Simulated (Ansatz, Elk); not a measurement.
## How far do independent atoms describe YIr3C2?

The structure of YIr3C2 used here is made up (a known structure type with other elements) and was relaxed beforehand with PBEsol. The aim is the Fourier transform of its all-electron density, F(hkl), set beside the sum over free spherical atoms that refinements use.

Method: DFT, PBE, all-electron APW+lo, Dirac cores, scalar-relativistic bands, static density, no spin, in Elk 11.2.3 (patched build).

The structure was built from a prototype and need not be the compound's stable phase.

## 1. The starting structure

Symmetry: P6/mmm, No. 191, hexagonal system. Conventional cell: a = 5.347 Å, b = 5.347 Å, c = 3.097 Å, α = 90.00°, β = 90.00°, γ = 120.00°. Nearest to Ir lie 4 C at 2.19 Å and 6 Ir at 2.67 to 3.10 Å and 4 Y at 3.09 Å. Y has 6 C at 3.09 Å and 12 Ir at 3.09 Å and 2 Y at 3.10 Å nearest. C has 6 Ir at 2.19 Å and 3 Y at 3.09 Å and 5 C at 3.09 to 3.10 Å nearest. Farther neighbours are not listed.

Structure file:

```cif
data_structure
_symmetry_space_group_name_H-M 'P 1'
_symmetry_Int_Tables_number 1
_cell_length_a 5.3466
_cell_length_b 5.3466
_cell_length_c 3.0968
_cell_angle_alpha 90.000
_cell_angle_beta 90.000
_cell_angle_gamma 120.000
_cell_volume 76.67
loop_
_atom_site_label
_atom_site_type_symbol
_atom_site_fract_x
_atom_site_fract_y
_atom_site_fract_z
_atom_site_occupancy
Ir1 Ir 0.50000 0.50000 0.50000 1
Ir2 Ir 0.00000 0.50000 0.50000 1
Ir3 Ir 0.50000 0.00000 0.50000 1
Y4 Y 0.00000 0.00000 0.00000 1
C5 C 0.33333 0.66667 0.00000 1
C6 C 0.66667 0.33333 0.00000 1
```

## 2. Ground state and structure factors

An all-electron density is needed, since X-rays see the cores too. Task 0 finds the density and task 195 Fourier-transforms it; tshift is off so that phases refer to the origin typed.

elk.in reads:

```
tasks
  0
  195

xctype
  20

spinpol
  .false.

rgkmax
  7.0

gmaxvr
  14.0

lmaxo
  7

lmaxapw
  8

swidth
  0.002

tshift
  .false.

ramdisk
  .false.

hmaxvr
  5.5

maxscl
  120

epspot
  1e-06

sppath
  './'

avec
  10.10357450208 0.00000000000 0.00000000000
  -5.05178725104 8.74995218783 0.00000000000
  0.00000000000 0.00000000000 5.85213636640

atoms
  3
  'Ir.in'
  3
  0.5000000000 0.5000000000 0.5000000000   0.000000 0.000000 0.000000
  0.0000000000 0.5000000000 0.5000000000   0.000000 0.000000 0.000000
  0.5000000000 -0.0000000000 0.5000000000   0.000000 0.000000 0.000000
  'Y.in'
  1
  -0.0000000000 -0.0000000000 0.0000000000   0.000000 0.000000 0.000000
  'C.in'
  2
  0.3333333333 0.6666666667 0.0000000000   0.000000 0.000000 0.000000
  0.6666666667 0.3333333333 0.0000000000   0.000000 0.000000 0.000000

ngridk
  5 5 7
```

Run with:

```
$ OMP_NUM_THREADS=4 elk
```

Numbers of over 12 decimals in the logs are rounded to 6 here.

The log of the run:

```text
┌─────────────────────────┐
│ Elk code version 11.2.3 │
└─────────────────────────┘

All units are atomic (Hartree, Bohr, etc.)

┌─────────────────────────────────────────────────┐
│ Ground-state run starting from atomic densities │
└─────────────────────────────────────────────────┘

Lattice vectors :
   10.10357450       0.000000000       0.000000000
  -5.051787251       8.749952188       0.000000000
   0.000000000       0.000000000       5.852136366

Reciprocal lattice vectors :
  0.6218774658      0.3590411223      -0.000000000
   0.000000000      0.7180822446       0.000000000
   0.000000000      -0.000000000       1.073656681

Unit cell volume      :    517.3627610
Brillouin zone volume :   0.4794512326

Muffin-tin inner radius fraction :   0.1000000000E-01

Nuclei treated as point charges

Species : 1 (Ir)
 parameters loaded from : Ir.in
 name : iridium
 nuclear charge    :   -77.00000000
 electronic charge :    77.00000000
 atomic mass :    350390.1562
 muffin-tin radius :    2.373280296
 number of radial points in muffin-tin :   1393
 inner part over the whole radius :   0.9967413690E-02
 number on inner part of muffin-tin    :    996
 approximate nuclear radius :   0.1024342351E-03
 number of mesh points to nuclear radius :    527
 atomic positions (lattice), magnetic fields (Cartesian) :
  1 :   0.50000000  0.50000000  0.50000000    0.00000000  0.00000000  0.00000000
  2 :   0.00000000  0.50000000  0.50000000    0.00000000  0.00000000  0.00000000
  3 :   0.50000000  0.00000000  0.50000000    0.00000000  0.00000000  0.00000000

Species : 2 (Y)
 parameters loaded from : Y.in
 name : yttrium
 nuclear charge    :   -39.00000000
 electronic charge :    39.00000000
 atomic mass :    162065.4503
 muffin-tin radius :    2.600000000
 number of radial points in muffin-tin :   1193
 inner part over the whole radius :   0.9871815862E-02
 number on inner part of muffin-tin    :    847
 approximate nuclear radius :   0.8135895711E-04
 number of mesh points to nuclear radius :    416
 atomic positions (lattice), magnetic fields (Cartesian) :
  1 :   0.00000000  0.00000000  0.00000000    0.00000000  0.00000000  0.00000000

Species : 3 (C)
 parameters loaded from : C.in
 name : carbon
 nuclear charge    :   -6.000000000
 electronic charge :    6.000000000
 atomic mass :    21894.16674
 muffin-tin radius :    1.708151234
 number of radial points in muffin-tin :    593
 inner part over the whole radius :   0.9835386057E-02
 number on inner part of muffin-tin    :    405
 approximate nuclear radius :   0.4747601631E-04
 number of mesh points to nuclear radius :    166
 atomic positions (lattice), magnetic fields (Cartesian) :
  1 :   0.33333333 -0.33333333  0.00000000    0.00000000  0.00000000  0.00000000
  2 :  -0.33333333  0.33333333  0.00000000    0.00000000  0.00000000  0.00000000

Total number of atoms per unit cell :    6
Total muffin-tin volume :    283.3558894
 ratio of muffin-tin to unit cell volume :   0.5476928583

Spin treatment :
 spin-unpolarised

Number of Bravais lattice symmetries :   24
Number of crystal symmetries         :   24
Crystal has inversion symmetry
Real symmetric eigensolver will be used

k-point grid :      5     5     7
k-point offset :    0.000000000       0.000000000       0.000000000
k-point set is reduced with full crystal symmetry group
Total number of k-points :       20

Muffin-tin radius times maximum |G+k| :    7.000000000
 using average radius
Maximum |G+k| for APW functions       :    3.197285448
Maximum (1/2)|G+k|²                   :    5.111317119
Maximum |G| for potential and density :    14.00000000
Constant for pseudocharge density :    9
 order of it for each species :   16  16  16
 order of it for pair densities of each species (exact exchange by exxq0 0: 17) :   12  14   4
Radial integration step length :    1

G-vector grid sizes :     48    48    27
Number of G-vectors :    23859

Maximum angular momentum used for
 APW functions            :    8
 outer part of muffin-tin :    7
[...]
exchange                    :     -1150.8543363251
 correlation                 :     -16.642671875462
 electron entropic           :    -0.90676773230358E-03
 total energy                :     -57041.068425833

Density of states at Fermi energy :    70.39418372
 (states/Hartree/unit cell)

Estimated indirect band gap :   0.4115543809E-02
 from k-point 19 to k-point 17
Estimated direct band gap   :   0.5930960533E-02
 at k-point 19

Charges :
 core                        :    176.0000000
 valence                     :    106.0000000
 interstitial                :    9.993365680
 muffin-tins (core leakage)
  species : 1 (Ir)
[...]
species : 2 (Y)
[...]
species : 3 (C)
[...]
total in muffin-tins        :    272.0066343
 total calculated charge     :    281.9904778
 total charge                :    282.0000000
 error                       :   0.9522154659E-02

RMS change in Kohn-Sham potential (target) :    1.741284645     (  0.1000000000E-05)
Absolute change in total energy (target)   :    2.791860938     (  0.1000000000E-03)

[... loops 3 to 16 left out ...]

┌──────────────────┐
│ Loop number : 17 │
└──────────────────┘

Energies :
 Fermi                       :     0.494465
 sum of occupied eigenvalues :     -34891.028059476
 electron kinetic            :      64632.120099173
 core electron kinetic       :      62264.278411840
 Coulomb                     :     -120500.12479855
 Coulomb potential           :     -97995.198812673
 nuclear-nuclear             :     -5377.3498763661
 electron-nuclear            :     -132369.81041160
 Hartree                     :      17247.035489421
 Madelung                    :     -71502.525392211
 xc potential                :     -1527.9493459764
 exchange                    :     -1151.6038501360
 correlation                 :     -16.658695185270
 electron entropic           :    -0.11828202433037E-02
 total energy                :     -57036.268427516

Density of states at Fermi energy :    89.83262341
 (states/Hartree/unit cell)

Estimated indirect band gap :   0.6838765189E-03
 from k-point 3 to k-point 8
Estimated direct band gap   :   0.6535037342E-02
 at k-point 17

Charges :
 core                        :    176.0000000
 valence                     :    106.0000000
 interstitial                :    9.745292906
 muffin-tins (core leakage)
  species : 1 (Ir)
[...]
species : 2 (Y)
[...]
species : 3 (C)
[...]
total in muffin-tins        :    272.2547071
 total calculated charge     :    281.9912820
 total charge                :    282.0000000
 error                       :   0.8717977874E-02

RMS change in Kohn-Sham potential (target) :   0.4948299304E-06 (  0.1000000000E-05)
Absolute change in total energy (target)   :   0.1910735591E-04 (  0.1000000000E-03)

Convergence targets achieved

┌──────────────────┐
│ Loop number : 18 │
└──────────────────┘

Energies :
 Fermi                       :     0.494465
 sum of occupied eigenvalues :     -34891.028031368
 electron kinetic            :      64632.120099301
 core electron kinetic       :      62264.278414134
 Coulomb                     :     -120500.12477466
 Coulomb potential           :     -97995.198833565
 nuclear-nuclear             :     -5377.3498763661
 electron-nuclear            :     -132369.81034233
 Hartree                     :      17247.035444036
 Madelung                    :     -71502.525357874
 xc potential                :     -1527.9492971042
 exchange                    :     -1151.6038491501
 correlation                 :     -16.658695184332
 electron entropic           :    -0.11828203584526E-02
 total energy                :     -57036.268402510

Density of states at Fermi energy :    89.83258069
 (states/Hartree/unit cell)

Estimated indirect band gap :   0.6839273906E-03
 from k-point 3 to k-point 8
Estimated direct band gap   :   0.6535041765E-02
 at k-point 17

Charges :
 core                        :    176.0000000
 valence                     :    106.0000000
 interstitial                :    9.745293283
 muffin-tins (core leakage)
  species : 1 (Ir)
[...]
species : 2 (Y)
   atom 1                    :    36.92698785     (  0.8750444263E-05)
  species : 3 (C)
   atom 1                    :    4.935982544     (  0.7921345297E-05)
   atom 2                    :    4.935982544     (  0.7921345297E-05)
 total in muffin-tins        :    272.2547067
 total calculated charge     :    281.9912820
 total charge                :    282.0000000
 error                       :   0.8717978403E-02

┌──────────────────────────────┐
│ Self-consistent loop stopped │
└──────────────────────────────┘

Warning : core states of species 1 leak from the muffin-tin :   0.2140498596E-02

Wrote STATE.OUT
```

Elapsed: 47 s, on 4 threads of Arm Neoverse V1, shared host; peak memory 0.25 GiB; 2.4 min of CPU time.

SFACRHO.OUT:

```text

h k l indices transformed by vhmat matrix:
   1.000000000       0.000000000       0.000000000    
   0.000000000       1.000000000       0.000000000    
   0.000000000       0.000000000       1.000000000    

      h      k      l  multipl.   |H|            Re(F)            Im(F)           |F|

      0      0      0      1   0.0000000       282.00000      0.12805746E-15   282.00000    
     -1      0      0      6  0.71808224      -42.347861      0.40835400E-13   42.347861    
      0      0      1      2   1.0736567      -163.94672     -0.63839391E-13   163.94672    
      2     -1      0      6   1.2437549      -27.413647      0.39483909E-13   27.413647    
      0     -1      1     12   1.2916582       92.531014     -0.42181622E-13   92.531014    
      2     -2      0      6   1.4361645       217.86462     -0.53848880E-14   217.86462    
     -2      1      1     12   1.6430657       96.327143      0.51611345E-13   96.327143    
      0      2      1     12   1.7931277      -154.43496     -0.18645175E-12   154.43496    
     -1     -2      0     12   1.8998670      -34.270766      0.62150582E-13   34.270766    
      0      0     -2      2   2.1473134       198.34553     -0.10861993E-12   198.34553    
     -3      3      0      6   2.1542467      -25.462404      0.82539359E-14   25.462404    
     -1      3     -1     24   2.1822542       78.970489      0.31860587E-13   78.970489    
      0     -1     -2     12   2.2641989      -32.130904      0.11936502E-12   32.130904    
      0     -3      1     12   2.4069727       81.963995     -0.17994238E-12   81.963995    
      1      1     -2     12   2.4815078      -24.900688     -0.21858210E-13   24.900688    
      2      2      0      6   2.4875099       186.42651      0.17891880E-12   186.42651    
     -2      2     -2     12   2.5833163       177.36523     -0.83690134E-13   177.36523    
     -3     -1      0     12   2.5890824      -30.590995     -0.17949627E-14   30.590995
```

Elk indexes on the primitive cell of elk.in and gives |H| = 4π sin θ/λ in inverse bohr. Below, one row stands for each form hkl of the conventional cell (m members, Friedel mates merged), F is for one primitive cell and the density is static (no thermal factor). Free-atom factors are Waasmaier and Kirfel's, and R is Σm||F|−|F'||/Σm|F|.

| hkl | m | sin θ/λ (Å⁻¹) | abs F, DFT | neutral atoms | diff. |
| --- | --- | --- | --- | --- | --- |
| 100 | 6 | 0.108 | 42.348 | 42.339 | +0.009 |
| 001 | 2 | 0.162 | 163.947 | 164.015 | -0.068 |
| 110 | 6 | 0.187 | 27.414 | 27.510 | -0.096 |
| 101 | 12 | 0.194 | 92.531 | 92.897 | -0.366 |
| 200 | 6 | 0.216 | 217.865 | 218.475 | -0.610 |
| 111 | 12 | 0.247 | 96.327 | 96.186 | +0.141 |
| 201 | 12 | 0.270 | 154.435 | 154.863 | -0.428 |
| 210 | 12 | 0.286 | 34.271 | 34.344 | -0.073 |
| 002 | 2 | 0.323 | 198.345 | 198.880 | -0.535 |
| 300 | 6 | 0.324 | 25.462 | 25.885 | -0.423 |
| 211 | 24 | 0.328 | 78.971 | 78.972 | -0.002 |
| 102 | 12 | 0.341 | 32.131 | 32.259 | -0.128 |
| 301 | 12 | 0.362 | 81.964 | 82.111 | -0.147 |
| 112 | 12 | 0.373 | 24.901 | 24.918 | -0.017 |
| 220 | 6 | 0.374 | 186.427 | 186.570 | -0.143 |
| 202 | 12 | 0.389 | 177.365 | 177.341 | +0.024 |
| 310 | 12 | 0.389 | 30.591 | 30.532 | +0.059 |
| 221 | 12 | 0.407 | 125.775 | 125.825 | -0.050 |
| 311 | 24 | 0.421 | 70.650 | 70.564 | +0.087 |
| 212 | 24 | 0.431 | 29.112 | 29.133 | -0.021 |
| 400 | 6 | 0.432 | 168.429 | 168.513 | -0.084 |
| 302 | 12 | 0.457 | 23.104 | 22.974 | +0.130 |

## 3. The highest occupied states alone

An energy window below the Fermi level keeps the highest occupied states, to see at which angles they scatter; shallow core shells can lie inside it and anion s states outside. No new self-consistency is needed.

Changes to elk.in since step 2:

```diff
@@ -1,3 +1,2 @@
 tasks
-  0
   195
@@ -40,2 +39,5 @@
 
+wsfac
+  -0.056770 0.794470
+
 sppath
```

Run with:

```
$ OMP_NUM_THREADS=4 elk
```

The log of the run:

```text
┌─────────────────────────────────┐
│ Elk code version 11.2.3 started │
└─────────────────────────────────┘

Info(readinput): the functional depends on the density's gradient
 muffin-tin radial points multiplied by    2.00000
 (not where nrmtscf is given)

┌────────────────────┐
│ Current task : 195 │
└────────────────────┘
Info(checkmt): changed muffin-tin radius of species 1 (Ir) from   2.8000 to   2.3733
Info(checkmt): changed muffin-tin radius of species 3 (C) from   1.8000 to   1.7082

Info(sfacrho): density structure factors written to SFACRHO.OUT

 Energy window :  -0.5677000000E-01  0.7944700000

┌──────────────────┐
│ Elk code stopped │
└──────────────────┘
```

Wall time 13 s (4 threads); peak memory 0.15 GiB; 17 s of CPU time.

States within 15 eV below the Fermi level hold 37.99 electrons; any levels below the window count with the cores. Their amplitudes can exceed the total, where window and core parts have opposite phase:

| hkl | sin θ/λ (Å⁻¹) | abs F, window | abs F, all |
| --- | --- | --- | --- |
| 100 | 0.108 | 8.178 | 42.348 |
| 001 | 0.162 | 7.239 | 163.947 |
| 110 | 0.187 | 0.697 | 27.414 |
| 101 | 0.194 | 1.002 | 92.531 |
| 200 | 0.216 | 5.031 | 217.865 |
| 111 | 0.247 | 3.986 | 96.327 |
| 201 | 0.270 | 3.909 | 154.435 |
| 210 | 0.286 | 1.522 | 34.271 |
| 002 | 0.323 | 1.971 | 198.345 |
| 300 | 0.324 | 0.935 | 25.462 |

## 4. Another functional

The difference from free atoms is small, so it is set against the change that LDA (Perdew-Wang) makes.

Changes to elk.in since step 3:

```diff
@@ -1,2 +1,3 @@
 tasks
+  0
   195
@@ -4,3 +5,3 @@
 xctype
-  20
+  3
 
@@ -39,5 +40,2 @@
 
-wsfac
-  -0.056770 0.794470
-
 sppath
```

Run with:

```
$ OMP_NUM_THREADS=4 elk
```

The log of the run:

```text
┌─────────────────────────┐
│ Elk code version 11.2.3 │
└─────────────────────────┘

All units are atomic (Hartree, Bohr, etc.)

┌─────────────────────────────────────────────────┐
│ Ground-state run starting from atomic densities │
└─────────────────────────────────────────────────┘

Lattice vectors :
   10.10357450       0.000000000       0.000000000
  -5.051787251       8.749952188       0.000000000
   0.000000000       0.000000000       5.852136366

Reciprocal lattice vectors :
  0.6218774658      0.3590411223      -0.000000000
[...]
muffin-tins (core leakage)
  species : 1 (Ir)
[...]
species : 2 (Y)
[...]
species : 3 (C)
   atom 1                    :    4.922608230     (  0.4644741733E-05)
   atom 2                    :    4.922608230     (  0.4644741733E-05)
 total in muffin-tins        :    272.2767914
 total calculated charge     :    281.9912934
 total charge                :    282.0000000
 error                       :   0.8706584907E-02

┌──────────────────────────────┐
│ Self-consistent loop stopped │
└──────────────────────────────┘

Warning : core states of species 1 leak from the muffin-tin :   0.2134586361E-02

Wrote STATE.OUT
[key lines of the parts left out:]
total energy                :     -57001.773730651
```

Run time: 27 s. Hardware: 4 threads; peak memory 0.17 GiB.

Against the first run R = 0.02 %; the largest change is -0.048 at 442.

## 5. A coarser k-mesh

About half the k-points along each axis test the sampling.

Changes to elk.in since step 4:

```diff
@@ -5,3 +5,3 @@
 xctype
-  3
+  20
 
@@ -64,2 +64,2 @@
 ngridk
-  5 5 7
+  2 2 4
```

Run with:

```
$ OMP_NUM_THREADS=4 elk
```

The log of the run:

```text
┌─────────────────────────┐
│ Elk code version 11.2.3 │
└─────────────────────────┘

All units are atomic (Hartree, Bohr, etc.)

┌─────────────────────────────────────────────────┐
│ Ground-state run starting from atomic densities │
└─────────────────────────────────────────────────┘

Lattice vectors :
   10.10357450       0.000000000       0.000000000
  -5.051787251       8.749952188       0.000000000
   0.000000000       0.000000000       5.852136366

Reciprocal lattice vectors :
  0.6218774658      0.3590411223      -0.000000000
[...]
muffin-tins (core leakage)
  species : 1 (Ir)
[...]
species : 2 (Y)
[...]
species : 3 (C)
   atom 1                    :    4.948686551     (  0.7939144745E-05)
   atom 2                    :    4.948686551     (  0.7939144745E-05)
 total in muffin-tins        :    272.2428311
 total calculated charge     :    281.9910230
 total charge                :    282.0000000
 error                       :   0.8976972638E-02

┌──────────────────────────────┐
│ Self-consistent loop stopped │
└──────────────────────────────┘

Warning : core states of species 1 leak from the muffin-tin :   0.2133394255E-02

Wrote STATE.OUT
[key lines of the parts left out:]
total energy                :     -57036.282186687
```

Run time: 28 s. Hardware: 4 threads; peak memory 0.25 GiB; 64 s of CPU time.

Against the first run R = 0.02 %; the largest change is -0.078 at 004.

## 6. Settings against the effect

| run | R against the first run (%) | R against neutral atoms, low angle (%) | wall time |
| --- | --- | --- | --- |
| PBE, rgkmax 7 | 0.00 | 0.25 | 47 s |
| LDA (Perdew-Wang) | 0.02 | 0.24 | 27 s |
| k-mesh 2×2×4 | 0.02 | 0.27 | 28 s |

## 7. Summary of results

```yaml
r_against_neutral_atoms_sin_theta_lambda_0p3_a_minus1: 0.25 %
r_against_neutral_atoms_0p3_to_0p82_a_minus1: 0.16 %
```

Independent neutral atoms miss the calculated amplitudes by R = 0.25 % below 0.3 Å⁻¹ and 0.16 % from there to 0.82 Å⁻¹; by shells, 0.02 % below 0.15 Å⁻¹ (1 form), 0.26 % 0.15 to 0.3 (7 forms), 0.10 % 0.3 to 0.45 (13 forms), 0.17 % above 0.45 (77 forms). Bonding, aspherical density and the tables' own atoms all enter these figures, and the runs don't part them. The largest change of an amplitude is -0.61 electrons, at 200. The window's part falls from 38.0 electrons at the origin to at most 0.50 between 0.45 and 0.82 Å⁻¹. Below 0.3 Å⁻¹ the changes that finished (LDA (Perdew-Wang) and k-mesh 2×2×4) move F by R = 0.02 % at most, against the 0.25 % that separates it from free atoms. The basis has no finished test. These runs have no spin, though d or f shells may be open. Spin-orbit coupling is left out, which can matter for elements this heavy. Part of the difference isn't bonding: the tables are fits to free atoms and ions calculated by other methods than this functional. Thermal motion, anomalous dispersion and extinction are left out.

[Logs are printed without paths, hosts, clocks, repeated set-up lines and the standing remarks that a program may print on its own settings, such as how far it seeks lower states.]

[Hosts, paths, dates, database ids (printed as entryN), source tags and the programs' standing remarks are cut or masked in the printed files.]
